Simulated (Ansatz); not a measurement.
# SbP (model cell, started as NiAs type): phonons and vibrational spectra

How does SbP (model cell, started as NiAs type) vibrate, and is this structure a minimum?

Main program and level: Ansatz 0.2.0; DFT r2SCAN, scalar-relativistic, plane waves, PAW.

The structure was built from a prototype and need not be the compound's stable phase.

## 1. The structure

The structure is hexagonal, space group P6_3/mmc (No. 194). The conventional cell has a = 3.772 Å, b = 3.772 Å, c = 6.036 Å, α = 90.00°, β = 90.00°, γ = 120.00°. Sb has 6 P at 2.65 Å nearest. P has 6 Sb at 2.65 Å nearest. Farther neighbours are not listed.

## 2. Coarse relaxation

A rough relaxation comes first, because large forces or stress need no tight tolerances yet.

File input.yaml:

```yaml
crystal:
  lattice:
    - [3.77241, 0.0, 0.0]
    - [-1.88621, 3.26701, 0.0]
    - [0.0, 0.0, 6.03586]
  atoms:
    - { symbol: Sb, position: [0.0, 0.0, 0.0] }
    - { symbol: Sb, position: [0.0, 0.0, 0.5] }
    - { symbol: P, position: [0.333333, 0.666667, 0.25] }
    - { symbol: P, position: [0.666667, 0.333333, 0.75] }
kpoints:
  mp_grid: { grid: [6, 6, 4] }
hamiltonian:
  xc: r2scan
scf:
  occupations: { method: gaussian, width: 0.1 }
output:
  forces: true
  stress: true
  eigenvalues: true
relax:
  adjacent_minimum: "off"
  f_tol: 0.05
  max_steps: 80
  cell: { stress_tol: 0.5 }
```

On the command line:

```
ansatz run input.yaml --threads 4 --pin off --max-ram 7168MiB --backend cpu --events-out ev --progress --plain --runs-dir out
```

Numbers of over 12 decimals in the logs are rounded to 6 here.

What it wrote:

```text
[...]
cell:  # Å, volume = 90.6743 Å³
    - [3.864629, 2.9573166355927176e-6, 0]
    - [-1.932317, 3.346865, -1.1237392671426933e-17]
    - [0, -2.0761317738951303e-17, 7.010324]
  atoms:
    - { symbol: Sb, position: [0, 0, 0] }
    - { symbol: Sb, position: [0.0, 0.0, 0.5] }
    - { symbol: P, position: [0.333333, 0.666667, 0.25] }
    - { symbol: P, position: [0.666667, 0.333333, 0.75] }
[key lines of the parts left out:]
SCF converged after 4 iterations
Free energy (F): -14515.371092 eV
Fermi energy:    10.239259 eV
P = ⅓ Tr σ = -0.0198 GPa (-0.198 kbar)
```

Run time: 13 s. Hardware: 4 threads of Arm Neoverse V1, shared host; peak memory 0.61 GiB.

The steps of the relaxation:

```
step  energy less that of the first step (eV)  largest force component (eV/Å)  pressure (GPa)  volume (Å³)
   1                                   0.0000                          0.0000           26.17        74.39
   2                                  -0.9610                          0.0000           12.83        81.22
   3                                  -1.3841                          0.0000            5.31        86.46
   4                                  -1.5265                          0.0000            1.04        89.80
   5                                  -1.5328                          0.0000           -0.03        90.67
  6*                                  -1.5352                          0.0000           -0.02        90.67
```

Relaxation steps marked * repeat the geometry before them on a plane-wave basis chosen anew for their cell, so energy and pressure can jump there.

The run keeps the 24 symmetry operations that it works with, so distortions that break them were not tested.

```
     cell as run  before  after   change
           a (Å)   3.772  3.865   +2.4 %
           b (Å)   3.772  3.865   +2.4 %
           c (Å)   6.036  7.010  +16.1 %
volume (Å³/atom)   18.60  22.67  +21.9 %
```

The relaxed structure:

```xyz
4
Lattice="3.8646 0.0000 0.0000 -1.9323 3.3469 0.0000 0.0000 0.0000 7.0103" Properties=species:S:1:pos:R:3 pbc="T T T"
Sb    0.0000    0.0000    0.0000
Sb    0.0000    0.0000    3.5052
P     0.0000    2.2312    1.7526
P     1.9323    1.1156    5.2577
```

Numbers from this step:

```yaml
pressure: -0.01981 GPa
volume_per_atom: 22.67 Å³
gap_on_the_k_mesh: 0 eV
```

In this step the volume went from 18.60 to 22.67 Å³/atom.

## 3. Bringing the structure to rest

The cell and atoms are relaxed, since residual forces and stress would shift the frequencies.

File input.yaml:

```yaml
crystal:
  lattice:
    - [3.8646290054, 2.9573e-06, 0.0]
    - [-1.9323170638, 3.3468654162, 0.0]
    - [0.0, 0.0, 7.0103241728]
  atoms:
    - { symbol: Sb, position: [0.0, 0.0, 0.0] }
    - { symbol: Sb, position: [0.0, 0.0, 0.5] }
    - { symbol: P, position: [0.3333333333, 0.6666666667, 0.25] }
    - { symbol: P, position: [0.6666666667, 0.3333333333, 0.75] }
kpoints:
  mp_grid: { grid: [12, 12, 6] }
hamiltonian:
  xc: r2scan
scf:
  occupations: { method: gaussian, width: 0.1 }
output:
  forces: true
  stress: true
  eigenvalues: true
  write_density: true
  write_potential: true
  elf: true
  volumetric_format: npy
relax:
  adjacent_minimum: "off"
  f_tol: 0.005
  max_steps: 80
  cell: { stress_tol: 0.05 }
```

What it wrote:

```text
[...]
Crystal: 4 atoms, lattice volume = 90.674 Å³
Basis set: ecut = 500 eV, 2311 PW (Γ), exchange–correlation on 120×120×216 points (64 copies of the dense FFT grid, shifted against one another)
Bands: 24, of which v1, the nominal top of the filled ones, is band 20 counted from 1 (19 counted from 0)
Symmetry: 24 space group operations
[...]
k-points: 76 of 864
[...]
SCF iter   1: F=—  HF=-14515.329527 eV  |F-HF|=—  |Δ(HF+E_count)|=         —  Δρ=4.97e-3  dr2=1.59e-2  dr2_τ=4.17e-3  ethr=1.77e-3  ⟨swp⟩=7.1  Hψ=9159  notcnv=0
[...]
SCF iter   7: F=-14515.363797 eV  HF=-14515.363797 eV  |F-HF|=7.50e-9  |Δ(HF+E_count)|=   1.13e-9  Δρ=3.87e-6  dr2=1.83e-8  dr2_τ=3.27e-10  ethr=2.50e-10  ⟨swp⟩=11.7  Hψ=13784  notcnv=0
SCF 1 converged in 7 iterations: F = -14515.363797 eV  dr2 = 1.83e-8
[...]
relax step   1: F+E_penalty+E_count = -14515.36379670 eV  Δ(F+E_penalty+E_count) = +0.000e0 eV  max|allowed force component| = 1.804e-16 eV/Å  Δτ_max = 0.0000 Å  P = +0.057 GPa  Ω = 90.674 Å³  (7 SCF iters, dr2 threshold 1.00e-7 eV, accepted)
Crystal: 4 atoms, lattice volume = 90.063 Å³
Basis set: ecut = 500 eV, 2259 PW (Γ), exchange–correlation on 120×120×216 points (64 copies of the dense FFT grid, shifted against one another)
[...]
SCF iter   6: F=-14515.356279 eV  HF=-14515.356279 eV  |F-HF|=5.47e-8  |Δ(HF+E_count)|=   1.37e-7  Δρ=1.56e-5  dr2=2.37e-7  dr2_τ=2.97e-9  ethr=1.00e-9  ⟨swp⟩=12.9  Hψ=15437  notcnv=0
SCF 2 converged in 6 iterations: F = -14515.356279 eV  dr2 = 2.37e-7
relax step   2: F+E_penalty+E_count = -14515.35627905 eV  Δ(F+E_penalty+E_count) = +7.518e-3 eV  max|allowed force component| = 2.082e-17 eV/Å  Δτ_max = 0.0000 Å  P = -0.949 GPa  Ω = 90.063 Å³  energy of the carried Pulay correction = +3.905e-5 eV  (6 SCF iters, dr2 threshold 4.00e-7 eV, rejected (line search))
Crystal: 4 atoms, lattice volume = 89.731 Å³
Basis set: ecut = 500 eV, 2239 PW (Γ), exchange–correlation on 120×120×216 points (64 copies of the dense FFT grid, shifted against one another)
[...]
SCF iter  10: F=-14515.382536 eV  HF=-14515.382536 eV  |F-HF|=1.82e-12  |Δ(HF+E_count)|=  7.46e-11  Δρ=9.02e-8  dr2=7.25e-12  dr2_τ=7.33e-14  ethr=1.00e-12  ⟨swp⟩=7.6  Hψ=12101  notcnv=0
SCF 3 converged in 10 iterations: F = -14515.382536 eV  dr2 = 7.25e-12
[...]
relax step   3: F+E_penalty+E_count = -14515.38253573 eV  Δ(F+E_penalty+E_count) = -1.874e-2 eV  max|allowed force component| = 1.087e-16 eV/Å  Δτ_max = 0.0000 Å  P = +0.062 GPa  Ω = 89.731 Å³  energy of the carried Pulay correction = +6.421e-5 eV  (10 SCF iters, accepted)
[...]
relax step   4: F+E_penalty+E_count = -14515.38274878 eV  Δ(F+E_penalty+E_count) = -2.131e-4 eV  max|allowed force component| = 7.401e-17 eV/Å  Δτ_max = 0.0000 Å  P = -0.043 GPa  Ω = 89.741 Å³  energy of the carried Pulay correction = +6.329e-5 eV  (4 SCF iters, dr2 threshold 2.66e-7 eV, accepted)
[...]
relax step   5: F+E_penalty+E_count = -14515.38277495 eV  Δ(F+E_penalty+E_count) = -2.617e-5 eV  max|allowed force component| = 1.087e-16 eV/Å  Δτ_max = 0.0000 Å  P = -0.001 GPa  Ω = 89.716 Å³  energy of the carried Pulay correction = +6.510e-5 eV  (4 SCF iters, dr2 threshold 3.95e-8 eV, accepted)
[...]
SCF iter   1: F=—  HF=-14515.382722 eV  |F-HF|=—  |Δ(HF+E_count)|=         —  Δρ=1.11e-5  dr2=1.32e-8  dr2_τ=5.69e-8  ethr=3.15e-7  ⟨swp⟩=4.1  Hψ=14470  notcnv=0
eigensolver tolerance schedule: the retry pair's looser diagonalisation over-reported the residual by 9513.08 of it (diagonalisation noise at 27.78 of the residual, at the tolerance the schedule requests for it); recorded, not acted on — ethr = c·dr2/N_el stays at c = 1.0e-1
[...]
SCF iter   2: F=—  HF=-14515.382722 eV  |F-HF|=—  |Δ(HF+E_count)|=   4.16e-7  Δρ=6.00e-6  dr2=5.22e-9  dr2_τ=4.33e-9  ethr=3.31e-11  ⟨swp⟩=3.8  Hψ=4889  notcnv=0
[...]
SCF iter   5: F=-14515.382722 eV  HF=-14515.382722 eV  |F-HF|=1.82e-12  |Δ(HF+E_count)|=  8.55e-11  Δρ=7.78e-8  dr2=5.97e-12  dr2_τ=3.66e-13  ethr=1.00e-12  ⟨swp⟩=8.4  Hψ=10317  notcnv=0
SCF 6 converged in 5 iterations: F = -14515.382722 eV  dr2 = 5.97e-12
relax step   6: F+E_penalty+E_count = -14515.38272244 eV  Δ(F+E_penalty+E_count) = +5.252e-5 eV  max|allowed force component| = 1.295e-16 eV/Å  Δτ_max = 0.0000 Å  P = -0.002 GPa  Ω = 89.716 Å³  stress off target by 2.28e-3 GPa  SCF on the basis re-selected at this cell (its energy is not comparable with the rows above)  (5 SCF iters)
basis re-selected at this cell: Δ(F+E_penalty+E_count) = +5.252e-5 eV, ΔP = -0.000 GPa vs the last step (what re-selecting the basis moved, of the pressure what is left beyond the Pulay correction that the steps carried, after the strain that the cell walked since its last selection, with what the two solves' SCF thresholds leave and, on support functions, any second-order correction that the steps lacked; it is no m [...]
SCF converged after 5 iterations
Free energy (F): -14515.382722 eV
[...]
Internal energy: -14515.377119 eV  (E = F + TS)
E sigma→0 (E₀):  -14515.379921 eV
Entropy (-TS):   -0.005603 eV (-1.401 meV/atom)
Fermi energy:    10.227870 eV
[...]
--- Stress (GPa, compression-positive) ---
       -0.001313      -0.000000       0.000000
        0.000000      -0.001313       0.000000
        0.000000       0.000000      -0.002282
  P = ⅓ Tr σ = -0.0016 GPa (-0.016 kbar)
--- Band table (eV; the first three rows and the last of 76) ---
  k-point 0: bands = [... 16 lower, 8.4172, 9.4183, 9.4183, 11.0657, 11.9386, 11.9386, 12.7605, 12.8921]
  k-point 1: bands = [... 16 lower, 8.4741, 9.3392, 9.3392, 10.8736, 11.9697, 11.9697, 12.7870, 12.7870]
  k-point 2: bands = [... 16 lower, 8.8155, 9.1330, 9.1330, 10.3900, 12.0792, 12.0792, 12.5424, 12.5424]
  k-point 75: bands = [... 16 lower, 7.0924, 7.0924, 8.0685, 8.0685, 9.3309, 9.3309, 14.8150, 14.8150]
--- Relaxed structure (5 steps of the walk, 4 accepted, 1 SCFs on fresh bases) ---
[...]
cell:  # Å, volume = 89.7163 Å³
    - [3.809325, 2.9149817734891254e-6, 0.0]
    - [-1.904665, 3.298971, 0.0]
    - [0.0, 0.0, 7.139119]
  atoms:
    - { symbol: Sb, position: [0, 0, 0] }
    - { symbol: Sb, position: [0, 0, 0.5] }
    - { symbol: P, position: [0.333333, 0.666667, 0.25] }
    - { symbol: P, position: [0.666667, 0.333333, 0.750000] }
```

Wall time 42 s (4 threads); peak memory 0.71 GiB.

Step by step:

```
step  energy less that of the first step (eV)  largest force component (eV/Å)  pressure (GPa)  volume (Å³)
   1                                   0.0000                          0.0000            0.06        90.67
   2                                   0.0075                          0.0000           -0.95        90.06
   3                                  -0.0187                          0.0000            0.06        89.73
   4                                  -0.0190                          0.0000           -0.04        89.74
   5                                  -0.0190                          0.0000            0.00        89.72
  6*                                  -0.0189                          0.0000            0.00        89.72
```

Relaxation steps marked * repeat the geometry before them on a plane-wave basis chosen anew for their cell, so energy and pressure can jump there. Relaxation step 2 was tried and not accepted.

Forces are held to the 24 operations that the run works with; a distortion that breaks them can't arise in this run.

```
conventional cell, symmetrised  before  after  change
                         a (Å)   3.865  3.809  -1.4 %
                         b (Å)   3.865  3.809  -1.4 %
                         c (Å)   7.010  7.139  +1.8 %
              volume (Å³/atom)   22.67  22.43  -1.1 %
```

The relaxed structure:

```xyz
4
Lattice="3.8093 0.0000 0.0000 -1.9047 3.2990 0.0000 0.0000 0.0000 7.1391" Properties=species:S:1:pos:R:3 pbc="T T T"
Sb    0.0000    0.0000    0.0000
Sb    0.0000    0.0000    3.5696
P     0.0000    2.1993    1.7848
P     1.9047    1.0997    5.3543
```

This step gave:

```
pressure        : -0.001636 GPa
volume per atom : 22.43 Å³
```

Electrostatic potential energy in the ac plane at fractional y = 0.000, with atoms of Sb within 0.2 Å of it. With pseudopotentials it is smooth inside the atoms' cores, unlike the true potential.

Ten even steps from '0' (-18 eV) to '9' (12 eV), each cell a mean:
```
00026999985100
00147999986300
12478999998632
66789999999876
99999988999999
99999988899999
99999988899999
78899999999987
23579999998743
00258999997410
00026999985100
00016899984100
00026999985100
00147999986300
12478999998632
66789999999876
99999988999999
99999988899999
99999988899999
78899999999987
23579999998743
00258999997410
00026999985100
00016899984100
```
Columns run along a (3.8 Å; values clipped at the 3rd and 97th percentile), rows up along c (7.1 Å). Atoms in or near the plane, at fractional coordinates: Sb at (0.00, 0.00), Sb at (0.00, 0.50).

Valence density in the ac plane at fractional y = 0.000, with atoms of Sb within 0.2 Å of it. It is the smooth field of the valence electrons, not physical close to the nuclei.

Ten steps, logarithmic in the rise over the least value, from '_' (0 e/Å³) to '@' (20 e/Å³), each cell a mean:
```
@@%%++--..________..::--**%%
****==::..__________..::==**
----::....__________....::--
........______________......
__________..........________
__________..........________
__________..........________
....________......________..
::::::....__________....::::
++==--::..__________..::--++
%%##++--..__________::--**%%
@@%%**--..________..::==##@@
@@%%++--..________..::--**%%
****==::..__________..::==**
----::....__________....::--
........______________......
__________..........________
__________..........________
__________..........________
....________......________..
::::::....__________....::::
++==--::..__________..::--++
%%##++--..__________::--**%%
@@%%**--..________..::==##@@
```
Columns run along a (3.8 Å), rows up along c (7.1 Å). Atoms in or near the plane, at fractional coordinates: Sb at (0.00, 0.00), Sb at (0.00, 0.50).

ELF in the ac plane at fractional y = 0.000, with atoms of Sb within 0.2 Å of it. It is the smooth field of the valence electrons, not physical close to the nuclei.

Ten even steps from '0' (0.00) to '9' (0.71), each cell a mean:
```
00245421355410
12455432355431
44555555555544
44456677765544
22346899975322
11246999986311
22246899985322
34456788875444
44555566555544
23455543455543
00345422355420
00245421255410
00245421355410
12455432355431
44555555555544
44456677765544
22346899975322
11246999986311
22246899985322
34456788875444
44555566555544
23455543455543
00345422355420
00245421255410
```
Columns run along a (3.8 Å), rows up along c (7.1 Å). Atoms in or near the plane, at fractional coordinates: Sb at (0.00, 0.00), Sb at (0.00, 0.50).

In this step the volume went from 22.67 to 22.43 Å³/atom.

## 4. Relaxing to small forces for the phonons

Phonons need a cell at rest on their own settings, so the relaxation is repeated with tight tolerances on forces and stress on the k mesh and occupations of the first response run.

File input.yaml:

```yaml
crystal:
  lattice:
    - [3.8093248411, 2.915e-06, 0.0]
    - [-1.904664945, 3.2989706262, 0.0]
    - [0.0, 0.0, 7.1391191347]
  atoms:
    - { symbol: Sb, position: [0.0, 0.0, 0.0] }
    - { symbol: Sb, position: [0.0, 0.0, 0.5] }
    - { symbol: P, position: [0.3333333333, 0.6666666667, 0.25] }
    - { symbol: P, position: [0.6666666667, 0.3333333333, 0.75] }
kpoints:
  mp_grid: { grid: [12, 12, 6] }
hamiltonian:
  xc: r2scan
scf:
  occupations: { method: methfessel_paxton, width: 0.2 }
output:
  forces: true
  stress: true
  eigenvalues: true
relax:
  adjacent_minimum: "off"
  f_tol: 0.001
  max_steps: 60
  cell: { stress_tol: 0.01 }
```

What it wrote:

```text
[...]
Crystal: 4 atoms, lattice volume = 89.716 Å³
Basis set: ecut = 500 eV, 2229 PW (Γ), exchange–correlation on 120×120×216 points (64 copies of the dense FFT grid, shifted against one another)
Bands: 24, of which v1, the nominal top of the filled ones, is band 20 counted from 1 (19 counted from 0)
Symmetry: 24 space group operations
[...]
k-points: 76 of 864
[...]
--- Relaxed structure (4 steps of the walk, 3 accepted, 1 SCFs on fresh bases) ---
[...]
cell:  # Å, volume = 89.7366 Å³
    - [3.810186, 2.915651034510399e-6, 0]
    - [-1.905096, 3.299717, 0]
    - [0, 0, 7.137505]
  atoms:
    - { symbol: Sb, position: [0, 0, 0] }
    - { symbol: Sb, position: [0, 0, 0.5] }
    - { symbol: P, position: [0.333333, 0.666667, 0.25] }
    - { symbol: P, position: [0.666667, 0.333333, 0.750000] }
[key lines of the parts left out:]
SCF converged after 5 iterations
Free energy (F): -14515.378586 eV
Fermi energy:    10.226023 eV
P = ⅓ Tr σ = 0.0008 GPa (0.008 kbar)
```

Wall time 32 s (4 threads); peak memory 0.72 GiB; 2 min of CPU time.

Little changed from the start: no atom moved by 0.005 Å and no cell edge by 0.1 %.

This step gave:

```
pressure : 7.91e-4 GPa
```

The forces vanish by symmetry and the pressure is 0.001 GPa, within the tolerances set. The cell now holds 22.43 Å³/atom.

(Part 1 of 2 ends here.)

[Logs are printed without paths, hosts, clocks, repeated set-up lines and the standing remarks that a program may print on its own settings, such as how far it seeks lower states.]

[Hosts, paths, dates, database ids (printed as entryN), source tags and the programs' standing remarks are cut or masked in the printed files.]
